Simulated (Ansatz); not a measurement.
# The perfect armchair germanene nanoribbon (N = 9, H edges)

What gap, if any, does the armchair germanene nanoribbon (N = 9, H edges) have, and how does it change under strain?

Method: DFT PBE, plane waves, PAW; relaxation of a wire's period, in the first sound run; inputs show where later runs differ, in Ansatz 0.2.0.

### Step 1. Set-up

The cell holds 22 atoms: 18 Ge and 4 H. Its edges and angles: a = 25.966 Å, b = 7.670 Å, c = 7.080 Å, α = 90.0°, β = 90.0°, γ = 90.0°. Vacuum lies along a and b. The structure's axis is c.

### Step 2. Relaxing the period

Band widths follow the bond lengths, so the wire is relaxed first. The atoms and the third cell vector are free; the box across stays fixed as vacuum. A Fermi-Dirac smearing is set since the result may be a metal. The pressure printed is a third of the stress's trace over the whole box, vacuum included; only the stress along the axis is relaxed.

File input.yaml:

```yaml
crystal:
  lattice:
    - [25.966, 0.0, 0.0]
    - [0.0, 7.67, 0.0]
    - [0.0, 0.0, 7.08]
  atoms:
    - { symbol: Ge, position: [0.185153599, 0.543676662, 0.0] }
    - { symbol: Ge, position: [0.342576379, 0.543676662, 0.0] }
    - { symbol: Ge, position: [0.499999159, 0.543676662, 0.0] }
    - { symbol: Ge, position: [0.657421939, 0.543676662, 0.0] }
    - { symbol: Ge, position: [0.814844719, 0.543676662, 0.0] }
    - { symbol: Ge, position: [0.185153599, 0.456323338, 0.333333333] }
    - { symbol: Ge, position: [0.342576379, 0.456323338, 0.333333333] }
    - { symbol: Ge, position: [0.499999159, 0.456323338, 0.333333333] }
    - { symbol: Ge, position: [0.657421939, 0.456323338, 0.333333333] }
    - { symbol: Ge, position: [0.814844719, 0.456323338, 0.333333333] }
    - { symbol: H, position: [0.134791651, 0.456323338, 0.439971751] }
    - { symbol: H, position: [0.865206668, 0.456323338, 0.439971751] }
    - { symbol: Ge, position: [0.263864989, 0.543676662, 0.5] }
    - { symbol: Ge, position: [0.421287769, 0.543676662, 0.5] }
    - { symbol: Ge, position: [0.578710549, 0.543676662, 0.5] }
    - { symbol: Ge, position: [0.736133329, 0.543676662, 0.5] }
    - { symbol: Ge, position: [0.263864989, 0.456323338, 0.833333333] }
    - { symbol: Ge, position: [0.421287769, 0.456323338, 0.833333333] }
    - { symbol: Ge, position: [0.578710549, 0.456323338, 0.833333333] }
    - { symbol: Ge, position: [0.736133329, 0.456323338, 0.833333333] }
    - { symbol: H, position: [0.134791651, 0.543676662, 0.893361582] }
    - { symbol: H, position: [0.865206668, 0.543676662, 0.893361582] }
kpoints:
  mp_grid: { grid: [1, 1, 12] }
scf:
  occupations: { method: fermi_dirac, width: 0.05 }
hamiltonian:
  xc: pbe
relax:
  cell: { fix: [a, b, alpha, beta, gamma] }
  max_steps: 45
  f_tol: 0.03
```

On the command line:

```
$ ansatz run input.yaml --threads 4 --pin off --max-ram 16384MiB --backend cpu --events-out ev --progress --plain --runs-dir out
```

Numbers of over 12 decimals in the logs are rounded to 6 here.

Output:

```text
Engine: ansatz 0.2.0, x86_64-unknown-linux-gnu
Pseudopotentials: kind: paw
Pseudopotential: Ge, paw, valence charge 14, recommended cutoff 420 eV (normal), Ge.paw.azcp
Pseudopotential: H, paw, valence charge 1, recommended cutoff 420 eV (normal), H.paw.azcp
Functional definition: PBE
  parameter kappa = 0.804
  parameter beta = 0.066725
  exchange = pbe_x(kappa = kappa, mu = beta*pi^2/3)
  correlation = pbe_c(beta = beta)
Crystal: 22 atoms, lattice volume = 1410.047 Å³
Basis set: ecut = 420 eV, 27541 PW (Γ), exchange–correlation on 360×108×96 points (8 copies of the dense FFT grid, shifted against one another)
Bands: 154, of which v1, the nominal top of the filled ones, is band 128 counted from 1 (127 counted from 0)
Symmetry: 4 space group operations
Space group: P2/m (ITA 10), of the structure as read, at distance tolerance 1.1e-4 Å
k-points: 7 of 12
Non-local potential: Ge, projectors of the file, l = 0: 2, l = 1: 2, l = 2: 3, l = 3: 1
Non-local potential: H, projectors of the file, l = 0: 2, l = 1: 1
PAW form: soft (Blöchl's): semilocal exchange-correlation on the pseudo side does not see the compensation charge
PAW one-centre angular grid: Ge, 590 points (default); XC on 64 Gauss nodes
PAW one-centre angular grid: H, 110 points (default); XC on 64 Gauss nodes
Initial density: superposition of atomic densities (neutral atoms: chi_scale 0, normalization atom), corrected by the library's trained network
Initial wavefunctions: pseudopotential atomic-orbital guess
Functional: x = pbe(κ = 0.804, μ = 0.219515), c = pbe(β = 0.066725)
SCF iter   1: F=—  HF=-77362.096204 eV  |F-HF|=—  |Δ(HF+E_count)|=         —  Δρ=1.59e-3  dr2=1.10e-1  ethr=1.77e-3  ⟨swp⟩=6.0  Hψ=3933  notcnv=0  defer=20
preconditioner: auto → Resta (q_TF=auto, 2.053 Å⁻¹)  ε∞=2.3  [insulator: Δε(μ)=0.294 eV  Ē_g=7.501 eV  σ=0.050 eV  W_gap=0.90  n_scr=216 (ndim 8)  ℏωp=8.6 eV  f_vac=0.583  D(μ)=0.35/eV (n_scr^D=0)  ε∞_Penn≈2.3  vacuum switching on, ρ_ref=4.1e-3 e/Å³]
SCF iter   2: F=—  HF=-77362.098536 eV  |F-HF|=—  |Δ(HF+E_count)|=   2.33e-3  Δρ=9.54e-4  dr2=1.47e-1  ethr=4.28e-5  ⟨swp⟩=3.0  Hψ=2232  notcnv=0  defer=92
SCF iter   3: F=—  HF=-77362.107118 eV  |F-HF|=—  |Δ(HF+E_count)|=   8.58e-3  Δρ=9.18e-4  dr2=1.67e-1  ethr=4.28e-5  ⟨swp⟩=2.1  Hψ=1220  notcnv=0  defer=92
SCF iter   4: F=—  HF=-77362.100026 eV  |F-HF|=—  |Δ(HF+E_count)|=   7.09e-3  Δρ=3.94e-4  dr2=4.22e-3  ethr=4.28e-5  ⟨swp⟩=1.3  Hψ=1248  notcnv=0  defer=92
SCF iter   5: F=—  HF=-77362.106858 eV  |F-HF|=—  |Δ(HF+E_count)|=   6.83e-3  Δρ=1.24e-4  dr2=3.13e-4  ethr=1.65e-6  ⟨swp⟩=2.0  Hψ=1309  notcnv=0  defer=92
SCF iter   6: F=—  HF=-77362.108027 eV  |F-HF|=—  |Δ(HF+E_count)|=   1.17e-3  Δρ=4.13e-5  dr2=5.45e-5  ethr=1.22e-7  ⟨swp⟩=2.0  Hψ=1876  notcnv=0  defer=92
SCF iter   7: F=—  HF=-77362.107975 eV  |F-HF|=—  |Δ(HF+E_count)|=   5.18e-5  Δρ=2.14e-5  dr2=2.04e-5  ethr=2.13e-8  ⟨swp⟩=2.0  Hψ=1904  notcnv=0  defer=92
SCF iter   8: F=—  HF=-77362.107988 eV  |F-HF|=—  |Δ(HF+E_count)|=   1.23e-5  Δρ=8.34e-6  dr2=1.45e-6  ethr=7.97e-9  ⟨swp⟩=2.0  Hψ=1201  notcnv=0  defer=92
SCF iter   9: F=—  HF=-77362.107989 eV  |F-HF|=—  |Δ(HF+E_count)|=   1.60e-6  Δρ=2.98e-6  dr2=2.65e-7  ethr=5.67e-10  ⟨swp⟩=2.0  Hψ=1880  notcnv=0  defer=92
SCF iter  10: F=-77362.107990 eV  HF=-77362.107990 eV  |F-HF|=1.91e-7  |Δ(HF+E_count)|=   3.31e-7  Δρ=9.50e-7  dr2=1.84e-8  ethr=3.91e-11  ⟨swp⟩=4.0  Hψ=3157  notcnv=0
SCF 1 converged in 10 iterations: F = -77362.107990 eV  dr2 = 1.84e-8
  greatest PAW one-centre occupation: 0.998 electrons in one spin orbital (limit 2), on the Ge atom at site 9 (counted from 0), in its partial waves of l = 2
relax step   1: F+E_penalty+E_count = -77362.10798978 eV  Δ(F+E_penalty+E_count) = +0.000e0 eV  max|allowed force component| = 1.212e0 eV/Å  Δτ_max = 0.0000 Å  P = -0.409 GPa  Ω = 1410.047 Å³  fix = [a, b, alpha, beta, gamma]  reactions: a -0.629, b +0.311 GPa; alpha -0.090 GPa/rad  (10 SCF iters, dr2 threshold 1.00e-7 eV, accepted)
Crystal: 22 atoms, lattice volume = 1389.418 Å³
Basis set: ecut = 420 eV, 27213 PW (Γ), exchange–correlation on 360×108×96 points (8 copies of the dense FFT grid, shifted against one another)
Initial density: handed on by an earlier stage of this run
Initial wavefunctions: those handed on with the density
iter 1 solved again at ethr=1.58e-4 eV; its pass at ethr=3.10e-3 eV (dr2=4.05e-1 eV) is discarded
SCF iter   1: F=—  HF=-77362.618985 eV  |F-HF|=—  |Δ(HF+E_count)|=         —  Δρ=6.86e-3  dr2=4.12e-1  ethr=1.58e-4  ⟨swp⟩=6.7  Hψ=5248  notcnv=0  defer=3
preconditioner: auto → Resta (q_TF=auto, 2.058 Å⁻¹)  ε∞=1.6  [insulator: Δε(μ)=0.299 eV  Ē_g=21.312 eV  σ=0.050 eV  W_gap=0.90  n_scr=216 (ndim 8)  ℏωp=15.9 eV  f_vac=0.584  D(μ)=0.33/eV (n_scr^D=0)  ε∞_Penn≈1.6  vacuum switching on, ρ_ref=3.3e-2 e/Å³]
SCF iter   2: F=—  HF=-77362.567753 eV  |F-HF|=—  |Δ(HF+E_count)|=   5.12e-2  Δρ=3.36e-3  dr2=1.14e-1  ethr=1.58e-4  ⟨swp⟩=2.6  Hψ=1520  notcnv=0  defer=41
SCF iter   3: F=—  HF=-77362.719398 eV  |F-HF|=—  |Δ(HF+E_count)|=   1.52e-1  Δρ=2.09e-3  dr2=1.70e0  ethr=4.44e-5  ⟨swp⟩=4.7  Hψ=1628  notcnv=0  defer=41  recentre
SCF iter   4: F=—  HF=-77362.559930 eV  |F-HF|=—  |Δ(HF+E_count)|=   1.59e-1  Δρ=5.15e-4  dr2=8.90e-3  ethr=4.44e-5  ⟨swp⟩=3.0  Hψ=1532  notcnv=0  defer=98
SCF iter   5: F=—  HF=-77362.559508 eV  |F-HF|=—  |Δ(HF+E_count)|=   4.22e-4  Δρ=1.34e-4  dr2=2.19e-4  ethr=3.48e-6  ⟨swp⟩=2.0  Hψ=1123  notcnv=0  defer=98
SCF iter   6: F=—  HF=-77362.559484 eV  |F-HF|=—  |Δ(HF+E_count)|=   2.40e-5  Δρ=3.68e-5  dr2=4.85e-5  ethr=8.54e-8  ⟨swp⟩=2.0  Hψ=1891  notcnv=0  defer=98
SCF iter   7: F=—  HF=-77362.559480 eV  |F-HF|=—  |Δ(HF+E_count)|=   4.03e-6  Δρ=1.95e-5  dr2=1.25e-5  ethr=1.90e-8  ⟨swp⟩=3.0  Hψ=2069  notcnv=0  defer=98
SCF iter   8: F=—  HF=-77362.559481 eV  |F-HF|=—  |Δ(HF+E_count)|=   6.34e-7  Δρ=9.19e-6  dr2=2.46e-6  ethr=4.87e-9  ⟨swp⟩=2.9  Hψ=1855  notcnv=0  defer=98
SCF iter   9: F=-77362.559481 eV  HF=-77362.559481 eV  |F-HF|=3.25e-8  |Δ(HF+E_count)|=   1.47e-7  Δρ=3.62e-6  dr2=1.56e-7  ethr=8.59e-10  ⟨swp⟩=4.0  Hψ=3036  notcnv=0
SCF 2 converged in 9 iterations: F = -77362.559481 eV  dr2 = 1.56e-7
  greatest PAW one-centre occupation: 0.998 electrons in one spin orbital (limit 2), on the Ge atom at site 5 (counted from 0), in its partial waves of l = 2
[...]
relax step   5: F+E_penalty+E_count = -77362.63220446 eV  Δ(F+E_penalty+E_count) = -1.284e-3 eV  max|allowed force component| = 1.650e-2 eV/Å  Δτ_max = 0.0406 Å  P = +0.102 GPa  Ω = 1395.930 Å³  energy of the carried Pulay correction = +1.189e-3 eV  fix = [a, b, alpha, beta, gamma]  reactions: a +0.034, b +0.311 GPa; alpha -0.001 GPa/rad  (8 SCF iters, dr2 threshold 1.18e-7 eV, accepted)
[...]
relax step   6: F+E_penalty+E_count = -77362.63365204 eV  Δ(F+E_penalty+E_count) = -1.448e-3 eV  max|allowed force component| = 1.021e-2 eV/Å  Δτ_max = 0.0196 Å  P = +0.107 GPa  Ω = 1394.853 Å³  energy of the carried Pulay correction = +1.280e-3 eV  fix = [a, b, alpha, beta, gamma]  reactions: a +0.009, b +0.310 GPa; alpha -0.006 GPa/rad  (10 SCF iters, accepted)
Initial wavefunctions: pseudopotential atomic-orbital guess (no wavefunctions were taken with the density)
iter 1 solved again at ethr=2.01e-7 eV; its pass at ethr=3.10e-3 eV (dr2=5.15e-4 eV) is discarded
SCF iter   1: F=—  HF=-77362.632385 eV  |F-HF|=—  |Δ(HF+E_count)|=         —  Δρ=8.63e-6  dr2=1.43e-7  ethr=2.01e-7  ⟨swp⟩=5.3  Hψ=7029  notcnv=0  defer=1
eigensolver tolerance schedule: the retry pair's looser diagonalisation over-reported the residual by 3588.00 of it (diagonalisation noise at 0.30 of the residual, at the tolerance the schedule requests for it); recorded, not acted on — ethr = c·dr2/N_el stays at c = 1.0e-1
preconditioner: auto → Resta (q_TF=auto, 2.057 Å⁻¹)  ε∞=1.6  [insulator: Δε(μ)=0.323 eV  Ē_g=21.296 eV  σ=0.050 eV  W_gap=0.92  n_scr=216 (ndim 8)  ℏωp=15.9 eV  f_vac=0.586  D(μ)=0.27/eV (n_scr^D=0)  ε∞_Penn≈1.6  vacuum switching on, ρ_ref=3.3e-2 e/Å³]
SCF iter   2: F=—  HF=-77362.632429 eV  |F-HF|=—  |Δ(HF+E_count)|=   4.40e-5  Δρ=4.59e-6  dr2=6.64e-8  ethr=5.60e-11  ⟨swp⟩=3.0  Hψ=2891  notcnv=0  defer=1
SCF iter   3: F=—  HF=-77362.632429 eV  |F-HF|=—  |Δ(HF+E_count)|=   3.11e-7  Δρ=1.85e-6  dr2=7.66e-7  ethr=2.60e-11  ⟨swp⟩=2.1  Hψ=1335  notcnv=0  defer=1  recentre
SCF iter   4: F=—  HF=-77362.632429 eV  |F-HF|=—  |Δ(HF+E_count)|=   6.63e-8  Δρ=1.11e-6  dr2=7.42e-8  ethr=2.60e-11  ⟨swp⟩=2.1  Hψ=1214  notcnv=0  defer=1
SCF iter   5: F=—  HF=-77362.632429 eV  |F-HF|=—  |Δ(HF+E_count)|=   1.66e-9  Δρ=3.73e-7  dr2=2.92e-9  ethr=2.60e-11  ⟨swp⟩=2.0  Hψ=1119  notcnv=0  defer=1
SCF iter   6: F=-77362.632429 eV  HF=-77362.632429 eV  |F-HF|=2.04e-10  |Δ(HF+E_count)|=  5.53e-10  Δρ=1.47e-7  dr2=1.13e-10  ethr=1.00e-12  ⟨swp⟩=3.0  Hψ=3476  notcnv=0
SCF 7 converged in 6 iterations: F = -77362.632429 eV  dr2 = 1.13e-10
relax step   7: F+E_penalty+E_count = -77362.63242918 eV  Δ(F+E_penalty+E_count) = +1.223e-3 eV  max|allowed force component| = 1.022e-2 eV/Å  Δτ_max = 0.0000 Å  P = +0.106 GPa  Ω = 1394.853 Å³  fix = [a, b, alpha, beta, gamma]  reactions: a +0.008, b +0.311 GPa; alpha -0.005 GPa/rad  stress off target by 6.16e-4 GPa on what of the cell is left free  SCF on the basis re-selected at this cell (its energy is not comparable with the rows above)  (6 SCF iters)
basis re-selected at this cell: Δ(F+E_penalty+E_count) = +1.223e-3 eV, ΔP = -0.001 GPa vs the last step (what re-selecting the basis moved, of the pressure what is left beyond the Pulay correction that the steps carried, after the strain that the cell walked since its last selection, with what the two solves' SCF thresholds leave and, on support functions, any second-order correction that the steps lacked; it is no m [...]
SCF converged after 6 iterations
Free energy (F): -77362.632429 eV
Harris-Foulkes:  -77362.632429 eV  (|F-HF|=2.04e-10)
Internal energy: -77362.629279 eV  (E = F + TS)
E sigma→0 (E₀):  -77362.630854 eV
Entropy (-TS):   -0.003150 eV (-0.143 meV/atom)
Fermi energy:    -0.664342 eV
--- Per-component energies (eV) ---
  E_band       = -4926.576980
  E_kinetic    = 2033.849732
  E_local      = -114313.911837  (includes V_loc(G=0)·N_el)
  E_nonlocal   = 7518.738433
  E_hartree    = 53307.444725
  E_xc         = -1379.648456
  E_vxc        = -1185.016704  (∫ρ·V_xc dr)
  E_paw        = -36337.381765  (= ΣΔE_a)
  E_vpaw       = -5595.126072  (= ΣTr[D̂ρ^β])
  E_aug_tail   = 0.000775  (compensation charges beyond the density's cutoff)
  E_ewald      = 11808.279113
  E_smearing   = -0.003150  (= −TS)
  E_closure    = 0.000000  (closes the sum)
  Σ components = -77362.632429   (vs F -77362.632429, Δ=0.00e0)
--- Forces (eV/Å), atoms counted from 1 ---
  atom   1  Ge     0.00995781    -0.00930101     0.00772866
  atom   2  Ge    -0.00195192     0.01021985     0.00369430
  atom   3  Ge    -0.00000000     0.00668503     0.00226355
  atom   4  Ge     0.00195192     0.01021985     0.00369430
  atom   5  Ge    -0.00995781    -0.00930101     0.00772866
  atom   6  Ge     0.00995781     0.00930101    -0.00772866
  atom   7  Ge    -0.00195192    -0.01021985    -0.00369430
  atom   8  Ge     0.00000000    -0.00668503    -0.00226355
  atom   9  Ge     0.00195192    -0.01021985    -0.00369430
  atom  10  Ge    -0.00995781     0.00930101    -0.00772866
  atom  11  H     -0.00743812     0.00215762     0.00066494
  atom  12  H      0.00743812     0.00215762     0.00066494
  atom  13  Ge    -0.00338945     0.00718426     0.00145355
  atom  14  Ge     0.00032987     0.00358610     0.00372808
  atom  15  Ge    -0.00032987     0.00358610     0.00372808
  atom  16  Ge     0.00338945     0.00718426     0.00145355
  atom  17  Ge    -0.00338945    -0.00718426    -0.00145355
  atom  18  Ge     0.00032987    -0.00358610    -0.00372808
  atom  19  Ge    -0.00032987    -0.00358610    -0.00372808
  atom  20  Ge     0.00338945    -0.00718426    -0.00145355
  atom  21  H     -0.00743812    -0.00215762    -0.00066494
  atom  22  H      0.00743812    -0.00215762    -0.00066494
  max |Σ_I F_I| component: 2.17e-18 eV/Å
--- Stress (GPa, compression-positive) ---
        0.008279      -0.000000       0.000000
       -0.000000       0.310772       0.005484
        0.000000       0.005484      -0.000616
  P = ⅓ Tr σ = 0.1061 GPa (1.061 kbar)
--- Relaxed structure (6 steps of the walk, 6 accepted, 1 SCFs on fresh bases) ---
  F+E_penalty+E_count = -77362.63242918 eV   max|allowed force component| = 1.022e-2 eV/Å   (the final SCF, on the basis selected at the relaxed cell)
  cell:  # Å, volume = 1394.8532 Å³
    - [25.966, 0, 0]
    - [0, 7.67, 0]
    - [0, 0, 7.003709]
  atoms:
    - { symbol: Ge, position: [0.191482, 0.546363, 0.00560567] }
    - { symbol: Ge, position: [0.344410, 0.542221, -0.00055542] }
    - { symbol: Ge, position: [0.500000, 0.543279, -0.00069526] }
    - { symbol: Ge, position: [0.655590, 0.542221, -0.00055542] }
    - { symbol: Ge, position: [0.808518, 0.546363, 0.00560567] }
    - { symbol: Ge, position: [0.191482, 0.453637, 0.327728] }
    - { symbol: Ge, position: [0.344410, 0.457779, 0.333889] }
    - { symbol: Ge, position: [0.500000, 0.456721, 0.334029] }
    - { symbol: Ge, position: [0.655590, 0.457779, 0.333889] }
    - { symbol: Ge, position: [0.808518, 0.453637, 0.327728] }
    - { symbol: H, position: [0.140923, 0.503997, 0.435530] }
    - { symbol: H, position: [0.859077, 0.503997, 0.435530] }
    - { symbol: Ge, position: [0.266884, 0.545119, 0.499695] }
    - { symbol: Ge, position: [0.422439, 0.545213, 0.500596] }
    - { symbol: Ge, position: [0.577561, 0.545213, 0.500596] }
    - { symbol: Ge, position: [0.733116, 0.545119, 0.499695] }
    - { symbol: Ge, position: [0.266884, 0.454881, 0.833638] }
    - { symbol: Ge, position: [0.422439, 0.454787, 0.832737] }
    - { symbol: Ge, position: [0.577561, 0.454787, 0.832737] }
    - { symbol: Ge, position: [0.733116, 0.454881, 0.833638] }
    - { symbol: H, position: [0.140923, 0.496003, 0.897804] }
    - { symbol: H, position: [0.859077, 0.496003, 0.897804] }
```

Wall time 1.7 min (4 threads of Intel Xeon 6975P-C (Granite Rapids), shared host); peak memory 4.6 GiB.

Relaxation path:

| step | energy less that of the first step (eV) | largest force component (eV/Å) | pressure (GPa) | volume (Å³) |
| --- | --- | --- | --- | --- |
| 1 | 0.0000 | 1.2121 | -0.41 | 1410.05 |
| 2 | -0.4515 | 0.1870 | 0.06 | 1389.42 |
| 3 | -0.5079 | 0.1280 | 0.06 | 1395.88 |
| 4 | -0.5229 | 0.0434 | 0.09 | 1396.06 |
| 5 | -0.5242 | 0.0165 | 0.10 | 1395.93 |
| 6 | -0.5257 | 0.0102 | 0.11 | 1394.85 |
| 7* | -0.5244 | 0.0102 | 0.11 | 1394.85 |

Relaxation steps marked * repeat the geometry before them on a plane-wave basis chosen anew for their cell, so energy and pressure can jump there.

Forces are held to the 4 operations that the run works with; a distortion that breaks them can't arise in this run.

| cell as run | before | after | change |
| --- | --- | --- | --- |
| c (Å) | 7.080 | 7.004 | -1.1 % |

The atoms that moved most (Å, along periodic axes as changes of fractional coordinates times the final cell, across vacuum about the mean position):

| atom | dx | dy | dz | length |
| --- | --- | --- | --- | --- |
| H12 | -0.159 | 0.366 | -0.031 | 0.400 |
| H22 | -0.159 | -0.366 | 0.031 | 0.400 |
| H11 | 0.159 | 0.366 | -0.031 | 0.400 |
| H21 | 0.159 | -0.366 | 0.031 | 0.400 |
| Ge1 | 0.164 | 0.021 | 0.039 | 0.170 |
| Ge6 | 0.164 | -0.021 | -0.039 | 0.170 |
| Ge5 | -0.164 | 0.021 | 0.039 | 0.170 |
| Ge10 | -0.164 | -0.021 | -0.039 | 0.170 |

This step gave:

| Property | Result |
| --- | --- |
| energy at zero smearing | -77362.6309 eV |
| cell length along the wire | 7.004 Å |

The cell's length comes to 7.004 Å with spin left out.

[end of part 1 of 3]

[Logs are printed without paths, hosts, clocks, repeated set-up lines and the standing remarks that a program may print on its own settings, such as how far it seeks lower states.]

[Hosts, paths, dates, database ids (printed as entryN), source tags and the programs' standing remarks are cut or masked in the printed files.]
